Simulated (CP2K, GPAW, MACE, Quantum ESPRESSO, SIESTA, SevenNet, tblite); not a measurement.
**GPAW on random packing of Al77Si23 (at. %) (94 atoms): settings against a plane-wave reference**

How do the settings of GPAW change the result for random packing of Al77Si23 (at. %) (94 atoms)? A plane-wave run serves as the yardstick.

Program: GPAW 26.7.0. Level of theory: the method is named at each step. Results are calculated unless marked as measured.

## 1. The starting structure

The cell holds 94 atoms: 72 Al and 22 Si. Its edges and angles: a = 11.959 Å, b = 11.959 Å, c = 11.959 Å, α = 90.0°, β = 90.0°, γ = 90.0°. 94 atoms (72 Al, 22 Si) packed at random in a cube at 2.49 g/cm³ and pushed apart as soft spheres; a start for melting by ab initio MD, not an equilibrated structure. Then every atom was moved at random, 0.02 Å r.m.s. a Cartesian component.

The yardstick, on the same geometry:

* method: Kohn-Sham DFT, PBE, SSSP efficiency 1.3.0 pseudopotentials, plane waves (Quantum ESPRESSO 7.5); sssp-pbe-1.3.0-efficiency, cutoffs 45/360 Ry, Γ point
* r.m.s. force component: 1.473 eV/Å
* longest force: 5.173 eV/Å
* pressure: 14.6 GPa
* time: 5.5 min on 4 MPI ranks of Arm Neoverse V1, shared host
* CPU time: 22 min

## 2. PBE, plane waves 550 eV

Method: Kohn-Sham DFT, PBE, PAW, plane waves.

The input, run.py:

```python
import numpy as np
from ase.io import read
from gpaw import GPAW, FermiDirac, PW
from ase.parallel import parprint as print

atoms = read("structure.xyz")
atoms.calc = GPAW(
    mode=PW(550),
    xc="PBE",
    kpts={"size": (1, 1, 1), "gamma": True},
    occupations=FermiDirac(0.05),
    maxiter=200,
    symmetry={"point_group": False},
    nbands=184,
    txt="gpaw.txt",
)
energy = atoms.get_potential_energy(force_consistent=True)
forces = atoms.get_forces()
print(f"energy {energy:.6f} eV")
print("forces (eV/A)")
for i, (a, f) in enumerate(zip(atoms, forces)):
    print(f"{i:4d} {a.symbol:2s} {f[0]:10.5f} {f[1]:10.5f} {f[2]:10.5f}")
stress = -atoms.get_stress(voigt=False) * 160.21766
print("stress (GPa, compression positive)")
for row in stress:
    print(" ".join(f"{x:10.4f}" for x in row))
print(f"Fermi level {atoms.calc.get_fermi_level():.4f} eV")
for k in range(len(atoms.calc.get_ibz_k_points())):
    for s in range(atoms.calc.get_number_of_spins()):
        e = atoms.calc.get_eigenvalues(kpt=k, spin=s)
        n = np.searchsorted(e, atoms.calc.get_fermi_level())
        print(f"k {k} spin {s} levels about the Fermi level:", np.round(e[max(n - 6, 0):n], 4).tolist(), "|", np.round(e[n:n + 6], 4).tolist())
```

The input, structure.xyz:

```xyz
94
Lattice="11.95900 0.00000 0.00000 0.00000 11.95900 0.00000 0.00000 0.00000 11.95900" Properties=species:S:1:pos:R:3 pbc="T T T"
Al 9.78282 0.48589 1.54546
Al 2.97301 10.71096 0.46855
Al 4.99970 3.62561 9.59387
Al 10.69075 1.52896 11.64902
Al 7.95022 6.72490 7.93683
Al 7.32190 2.37637 5.98105
Al 8.34774 7.79428 3.88117
Al 8.41088 10.42454 8.66800
Al 10.22267 1.18669 4.37580
Al 4.38537 7.45715 0.32134
Al 8.04709 11.04318 2.42206
Al 5.86087 9.02629 4.20275
Al 5.12730 11.21383 3.66603
Al 1.63515 6.70170 0.74505
Al 6.74033 8.88721 1.38354
Al 9.71633 4.14248 9.15880
Al 6.56107 8.54554 8.68271
Al 11.20869 6.22885 9.04280
Al 1.19267 5.86445 4.75298
Al 7.10532 0.18967 4.47434
Al 7.11537 2.43772 8.82658
Al 5.61248 5.45366 2.67894
Al 8.63332 5.67574 0.23045
Al 5.55209 6.74930 4.67202
Al 10.62103 3.75501 0.47035
Al 11.18681 4.28025 4.12239
Al 11.94010 7.86771 6.05783
Al 5.70624 2.11232 11.24887
Al 1.92731 0.77243 10.82565
Al 2.50087 8.75411 1.72269
Al 0.88066 4.56320 11.86141
Al 9.14935 6.98681 5.93573
Al 7.07482 9.74431 6.69094
Al 10.94691 6.67707 4.17895
Al 1.13742 6.68640 10.32337
Al 11.73381 5.42568 6.59670
Al 0.08802 9.02689 9.95778
Al 5.74738 7.18879 6.96014
Al 9.97811 3.89780 6.62277
Al 9.13835 1.39251 6.93371
Al 9.04794 8.93445 1.91296
Al 9.01768 6.24080 9.94510
Al 11.78571 9.20257 0.33748
Al 10.90159 10.50144 2.11973
Al 2.24470 9.92669 10.27661
Al 7.43336 5.53642 4.20969
Al 4.08173 5.91133 9.50549
Al 6.10973 5.20611 0.24277
Al 1.89287 2.76839 2.18156
Al 2.70465 7.69191 8.42236
Al 11.16576 7.95214 2.27388
Al 5.81781 11.51054 0.63873
Al 0.14004 0.98781 5.89399
Al 7.64013 3.46775 11.41092
Al 9.67531 10.98279 11.68263
Al 6.28780 3.46476 4.14044
[... 34 atom lines left out ...]
Si 6.06824 0.14136 9.91234
Si 2.21851 0.59771 8.05917
Si 1.14292 8.80481 3.50590
Si 11.47610 1.01903 8.73390
```

Launch:

```sh
> OMP_NUM_THREADS=1 python run.py > output.txt
```

The program printed:

```text
energy -317.978275 eV
forces (eV/A)
   0 Al   -0.38663    1.29706    2.45072
   1 Al    1.01578    2.31821    1.05385
   2 Al   -1.47138    0.03212   -0.42405
   3 Al   -0.64834   -0.55806   -4.12988
   4 Al    0.98919    0.54435   -0.96003
   5 Al   -0.59712   -0.39167    0.14596
   6 Al   -0.99886    0.81777   -0.53669
   7 Al    0.73943    0.26449   -1.22949
   8 Al    1.48760    0.39042    0.48893
   9 Al    0.18306   -0.43406   -0.36403
  10 Al   -1.99185    0.26249   -0.41067
  11 Al    0.48439    0.76810    0.48693
  12 Al   -2.58662    0.41988   -1.19003
  13 Al   -1.09317    1.73826   -0.83194
  14 Al   -1.96729   -0.11594    0.18966
  15 Al   -0.22015   -2.70496    0.23738
  16 Al   -1.45990    0.82613    1.88988
  17 Al    0.43514   -0.49202   -1.10475
  18 Al    2.74262    1.58987   -2.32781
  19 Al    0.84657    1.78151    1.52414
  20 Al    1.17273    1.39692    0.63541
  21 Al    0.19816    0.19697   -2.27602
  22 Al   -0.33182   -0.44991    2.32771
  23 Al   -1.41058   -0.45780    1.39207
[...]
86 Si   -1.37414    2.30148    4.41428
  87 Si   -1.91902   -0.63078   -1.79268
  88 Si    0.57556   -0.50901   -1.24655
  89 Si    1.87141    2.53058    0.02062
  90 Si    0.40654   -1.95708   -0.21216
  91 Si   -0.59493   -0.90651    0.30826
  92 Si   -0.53598    0.64839    2.26057
  93 Si    0.31694    0.01498   -0.31098
stress (GPa, compression positive)
   12.9050    -0.2297     0.9738
   -0.2297    15.4937    -0.4461
    0.9738    -0.4461    16.1156
Fermi level 5.9553 eV
k 0 spin 0 levels about the Fermi level: [5.7369, 5.779, 5.7967, 5.8627, 5.9042, 5.9145] | [5.9826, 6.0219, 6.0434, 6.0932, 6.1709, 6.2623]
```

gpaw.txt:

```text
Input parameters:
  mode=PW(ecut=550.0),
  kpts=MonkhorstPack(size=(1, 1, 1), gamma=True),
  maxiter=200,
  nbands=184,
  occupations=Occupations(name='fermi-dirac', width=0.05, fixmagmom=False),
  symmetry=Symmetry(point_group=False),
  xc=XC(name='PBE')
Diagonalizing LCAO Hamiltonian
Converting LCAO to pw mode
        .----------------------------.
       /|                      Al    |
      / |                            |
     /  |   Al      Al    Si         |
    / Al|                            |
   /    Al       Si        Al        |
  /     |SAl          Al   AAl Al    |
 *      |   AlAlAl              Al   |
 |    Al|      All      Al Al     Al |
 |   Al |  Al   Si AAl               |
 |      |  Si Si    Al Al  AlSil   Al|
 |      |           Al     Al    Al  |
 |     Sili Si SiAll    Al Al        |
 |     Al           AlAl  Al   Al Al |
 |Al    | Si   Al     Al    Al AlAl  |
 |   Si .---AlAl--Al---Al------------.
 |   Al/   Si     Al    SiAl Si    Al
[... lines left out ...]
  Converge bands: occupied
[... lines left out ...]
  Fermi-Dirac:
[... lines left out ...]
convergence criteria:
- Maximum [total energy] change in last 3 cyles: 0.0005 eV / valence electron
- Maximum integral of absolute [dens]ity change: 0.0001 electrons / valence electron
- Maximum integral of absolute [eigenst]ate change: 4e-08 eV^2 / valence electron
maximum number of iterations: 200
SCF iterations
|iter     |      energy | eigst |  dens |
|---------|-------------|-------|-------|
|iter:   1| -326.651081 | -0.04 |       |
|iter:   2| -323.677019 | -1.68 | -0.86 |
|iter:   3| -343.789561 | -0.86 | -0.90 |
|iter:   4| -328.899947 | -0.60 | -0.84 |
[...]
|iter:   9| -317.876324 | -2.14 | -1.54 |
|iter:  10| -317.885382 | -2.77 | -2.00 |
|iter:  11| -317.812301c| -3.02 | -2.05 |
|iter:  12| -317.786631c| -3.65 | -2.30 |
|iter:  13| -317.793066c| -3.95 | -2.62 |
[...]
|iter:  19| -317.781713c| -6.23 | -3.72 |
|iter:  20| -317.781630c| -6.49 | -3.76 |
|iter:  21| -317.781675c| -6.98 | -4.00c|
|iter:  22| -317.781691c| -7.26 | -4.23c|
|iter:  23| -317.781639c| -7.52c| -4.27c|
Converged in 23 steps
SCF loop duration: 493.718 s (21.466 s/step)
Energy contributions relative to reference atoms: (reference = -648946.048577)
Energy contributions:
  Kinetic:        1012.097942
  Coulomb:        -740.040954
  Zero:             -1.022751
  External:          0.000000
  Xc:             -588.619240
  Entropy:          -0.393272
  Spinorbit:         0.000000
  ----------------------------
  Free energy:    -317.978275
  Extrapolated:   -317.781639
dipole moment: (17.398861, -30.138638, -55.341162)  # |e|*Ang
Fermi level: 5.955
Eigenvalues  # (at kpt = [0.000, 0.000, 0.000])
| band index |      eig [eV] | occ [0-2] |
|------------|---------------|-----------|
|          0 |        -6.383 |     2.000 |
|        ... |               |           |
|        144 |         5.651 |     1.995 |
|        145 |         5.704 |     1.987 |
[...]
|        ... |               |           |
[...]
Gap: 0.068 eV
Transition (v -> c):
  (s=0, k=0, n=151, [0.00, 0.00, 0.00]) -> (s=0, k=0, n=152, [0.00, 0.00, 0.00])
No difference between direct/indirect transitions
Force computation time: 15.065  # s
Stress tensor  # eV/Ang^3
|         x |         y |         z |
|-----------|-----------|-----------|
[...]
|  0.001433 | -0.096704 |  0.002784 |
| -0.006078 |  0.002784 | -0.100586 |
Stress computation time: 84.564  # s
timing:  # [seconds]
  Total:  620.396  # ━━━━━━━━━━━━━━━━━━━━━━━━━━━━━━━━━━━━━━━━━━━━━━━━━━━━━━━━
  Init:    27.022  # ━━╸
  SCF:    493.718  # ━━━━━━━━━━━━━━━━━━━━━━━━━━━━━━━━━━━━━━━━━━━━╸
  Forces:  15.065  # ━╸
  Stress:  84.564  # ━━━━━━━╸
```

Run time: 10 min. Hardware: 1 thread of Arm Neoverse V1, shared host; peak memory 1.2 GiB.

Banners, paths, timers and routine set-up lines are dropped from the logs unmarked, and long logs keep their key lines alone; longer cuts are marked.

Against the reference:

```
r.m.s. force component                  : 1.483 eV/Å
r.m.s. difference of force components   : 12.16 meV/Å
longest difference of force vectors     : 60.1 meV/Å
force difference over r.m.s. force      : 0.8255 %
slope of forces against the reference's : 1.007
correlation of force components         : 1
pressure                                : 14.84 GPa
pressure difference                     : 0.2338 GPa
```

Length of the force difference by element (eV/Å):

| element | atoms | mean | most |
| --- | --- | --- | --- |
| Al | 72 | 0.015 | 0.046 |
| Si | 22 | 0.027 | 0.060 |

Local excerpt of 9 atoms (numbers count through the whole input) about Al39, picked at random; x, y, z are measured from there.

| atom | x | y | z | distance (Å) | bonds | Fx | Fy | Fz (eV/Å) |
| --- | --- | --- | --- | --- | --- | --- | --- | --- |
| Al39 | 0.00 | 0.00 | 0.00 | 0.00 | 3 | -1.78 | -1.59 | -0.73 |
| Al36 | 1.76 | 1.53 | -0.03 | 2.33 | 6 | 0.05 | 0.86 | 1.08 |
| Al16 | -0.26 | 0.24 | 2.54 | 2.56 | 3 | -0.22 | -2.70 | 0.24 |
| Al40 | -0.84 | -2.51 | 0.31 | 2.66 | 3 | 3.09 | -1.21 | -0.19 |
| Al26 | 1.21 | 0.38 | -2.50 | 2.80 | 5 | -2.00 | -2.19 | 1.88 |
| Al6 | -2.66 | -1.52 | -0.64 | 3.13 | 4 | -0.60 | -0.39 | 0.15 |
| Al32 | -0.83 | 3.09 | -0.69 | 3.27 | 3 | 1.25 | -0.08 | 0.67 |
| Al69 | 2.62 | 0.30 | 2.12 | 3.39 | 2 | 0.58 | -1.27 | 0.20 |
| Si76 | -1.27 | -1.27 | -2.96 | 3.46 | 2 | -2.05 | 2.13 | -1.12 |

Atoms are counted from 1 here, from 0 in the log.

Forces lie 0.83 % from the reference's, at 0.47 times its CPU time (on 1 against 4 cores).

## 3. PBE, LCAO dzp, h 0.2 Å, other mixer settings

Method: Kohn-Sham DFT, PBE, PAW, atomic orbitals (dzp).

run.py, as its differences from that of step 2:

```diff
@@ -2,3 +2,3 @@
 from ase.io import read
-from gpaw import GPAW, FermiDirac, PW
+from gpaw import GPAW, FermiDirac, Mixer
 from ase.parallel import parprint as print
@@ -7,3 +7,5 @@
 atoms.calc = GPAW(
-    mode=PW(550),
+    mode="lcao",
+    basis="dzp",
+    h=0.2,
     xc="PBE",
@@ -11,5 +13,5 @@
     occupations=FermiDirac(0.05),
+    mixer=Mixer(0.03, 7, 100),
     maxiter=200,
     symmetry={"point_group": False},
-    nbands=184,
     txt="gpaw.txt",
@@ -22,6 +24,2 @@
     print(f"{i:4d} {a.symbol:2s} {f[0]:10.5f} {f[1]:10.5f} {f[2]:10.5f}")
-stress = -atoms.get_stress(voigt=False) * 160.21766
-print("stress (GPa, compression positive)")
-for row in stress:
-    print(" ".join(f"{x:10.4f}" for x in row))
 print(f"Fermi level {atoms.calc.get_fermi_level():.4f} eV")
```

structure.xyz is that of step 2.

Launch:

```sh
> OMP_NUM_THREADS=1 mpirun -np 2 gpaw python run.py > output.txt
```

The program printed:

```text
energy -308.499684 eV
forces (eV/A)
   0 Al   -0.41783    1.30397    2.52956
   1 Al    1.06363    2.34729    1.06502
   2 Al   -1.55594    0.03988   -0.44406
   3 Al   -0.68719   -0.54987   -4.29976
   4 Al    1.00811    0.53950   -0.99187
   5 Al   -0.61543   -0.42435    0.14615
   6 Al   -1.02715    0.86102   -0.54339
   7 Al    0.79063    0.31528   -1.30574
   8 Al    1.55235    0.34924    0.52177
   9 Al    0.20142   -0.45837   -0.41090
  10 Al   -2.02215    0.25990   -0.41589
  11 Al    0.49911    0.79542    0.49037
  12 Al   -2.71004    0.39041   -1.14962
  13 Al   -1.13193    1.81174   -0.88347
  14 Al   -2.02387   -0.14861    0.20861
  15 Al   -0.21502   -2.80977    0.25753
  16 Al   -1.55288    0.80343    1.93026
  17 Al    0.46517   -0.49696   -1.13424
  18 Al    2.83393    1.62762   -2.39840
  19 Al    0.85089    1.81706    1.60478
  20 Al    1.26361    1.48838    0.68420
  21 Al    0.22360    0.21635   -2.37619
  22 Al   -0.39572   -0.47671    2.33219
  23 Al   -1.49062   -0.45215    1.43996
[...]
86 Si   -1.37196    2.41198    4.55914
  87 Si   -2.04327   -0.66075   -1.97854
  88 Si    0.64292   -0.56406   -1.28062
  89 Si    1.95737    2.59965    0.03117
  90 Si    0.42613   -2.07649   -0.14809
  91 Si   -0.54455   -0.83949    0.27396
  92 Si   -0.55432    0.69284    2.27449
  93 Si    0.31021    0.03432   -0.29624
Fermi level 6.0070 eV
k 0 spin 0 levels about the Fermi level: [5.7871, 5.8264, 5.8462, 5.9114, 5.9553, 5.9685] | [6.0324, 6.0762, 6.0959, 6.1472, 6.2268, 6.3177]
```

gpaw.txt:

```text
Input parameters:
  mode=LCAO(),
  basis={'default': 'dzp'},
  h=0.2,
  kpts=MonkhorstPack(size=(1, 1, 1), gamma=True),
  maxiter=200,
  mixer=Pulay(name='pulay', nmaxold=7, beta=0.03, weight=100, sigma=0.015, g_ss=None),
  occupations=Occupations(name='fermi-dirac', width=0.05, fixmagmom=False),
  symmetry=Symmetry(point_group=False),
  xc=XC(name='PBE')
Unit cell  # Å
[... lines left out ...]
  Fermi-Dirac:
[... lines left out ...]
convergence criteria:
- Maximum [total energy] change in last 3 cyles: 0.0005 eV / valence electron
[... lines left out ...]
Converged in 27 steps
[... lines left out ...]
  Coulomb:        -775.237280
  Zero:             -1.220484
  External:          0.000000
  Xc:             -588.644232
  Entropy:          -0.388115
  Spinorbit:         0.000000
  ----------------------------
  Free energy:    -308.499684
  Extrapolated:   -308.305627
dipole moment: (17.423994, -30.201063, -55.547992)  # |e|*Ang
Fermi level: 6.007
Eigenvalues  # (at kpt = [0.000, 0.000, 0.000])
| band index |      eig [eV] | occ [0-2] |
|------------|---------------|-----------|
|          0 |        -6.423 |     2.000 |
|        ... |               |           |
|        144 |         5.699 |     1.996 |
|        145 |         5.751 |     1.988 |
[...]
|        159 |         6.385 |     0.001 |
|        ... |               |           |
|        186 |         7.716 |     0.000 |
Gap: 0.064 eV
Transition (v -> c):
  (s=0, k=0, n=151, [0.00, 0.00, 0.00]) -> (s=0, k=0, n=152, [0.00, 0.00, 0.00])
No difference between direct/indirect transitions
Force computation time: 66.108  # s
```

Wall time 14 min (2 MPI ranks); peak memory 2.5 GiB; 27 min of CPU time.

Numbers from this run, and their distance from the reference:

```yaml
r_m_s_force_component: 1.536 eV/Å
r_m_s_difference_of_force_components: 72.95 meV/Å
longest_difference_of_force_vectors: 275.9 meV/Å
force_difference_over_r_m_s_force: 4.954 %
slope_of_forces_against_the_reference_s: 1.043
correlation_of_force_components: 0.9997
```

Against the first run (0.83 %), the force difference from the reference is 5.0 %, at 2.6 times the CPU time (on 2 against 1 cores).

## 4. All runs compared

Differences are against the plane-wave reference, forces as r.m.s. over components; share is that over the reference's r.m.s. force, slope the least-squares factor from reference forces to these. Total energies of different programs have different zeros and aren't compared.

| run | Δ force, r.m.s. (meV/Å) | share (%) | slope | Δ pressure (GPa) | cores | CPU time | memory (GiB) |
| --- | --- | --- | --- | --- | --- | --- | --- |
| reference | - | - | - | - | 4 | 22 min | 5.4 |
| GPAW PBE, plane waves 550 eV | 12.2 | 0.826 | 1.007 | 0.234 | 1 | 10 min | 1.2 |
| GPAW PBE, LCAO dzp, h 0.2 Å, other mixer settings | 73.0 | 4.95 | 1.043 | - | 2 | 27 min | 2.5 |

CPU time is summed over cores on a shared host, where runs went side by side, so it is rough. Symmetry, cutoffs, thresholds, outputs and thread counts weren't matched or tuned between programs; memory under MPI is the largest rank's times the ranks.

Further runs of this program without a result: GPAW PBE, LCAO dzp, h 0.2 Å (cut off at its time limit); GPAW PBE, LCAO szp(dzp), h 0.2 Å (cut off at its time limit).

## 5. Summary of results

```json
{"nearest in forces": "GPAW PBE, plane waves 550 eV, 0.83 %", "its CPU time": "10 min"}
```

**Reading.** PBE on plane waves or a grid with other potentials, cutoffs or grids differs from the reference by 0.83 % (GPAW PBE, plane waves 550 eV) of the r.m.s. force; this holds the reference's own error, so differences of a few per cent don't tell which side is nearer the exact PBE result. The PBE run in local orbitals differs by 5.0 % (GPAW PBE, LCAO dzp, h 0.2 Å, other mixer settings); basis, grid and potentials can all enter. One electronic-structure run takes under half the reference's CPU time: GPAW PBE, plane waves 550 eV, at 0.83 % in 10 min against 22 min. The reference's pressure holds the uncorrected Pulay stress of its 45 Ry basis, so small pressure differences, and their order, may be the reference's own error. The reference's stress is far from hydrostatic: its diagonal is 12.7, 15.3, 15.9 GPa, compression counted positive. The reference's pressure of 15 GPa belongs to a cell and atoms that aren't relaxed at this level. The electronic-structure runs sample only Γ, in a cell whose shortest periodic width is 12 Å, which is coarse for a cell with partly filled levels.

[Also dropped from logs without a mark: logging warnings of Python, and SIESTA's first energy breakdown and zero terms.]

[Logs are printed without paths, hosts, clocks, repeated set-up lines and the standing remarks that a program may print on its own settings, such as how far it seeks lower states.]

[Hosts, paths, dates, database ids (printed as entryN), source tags and the programs' standing remarks are cut or masked in the printed files.]
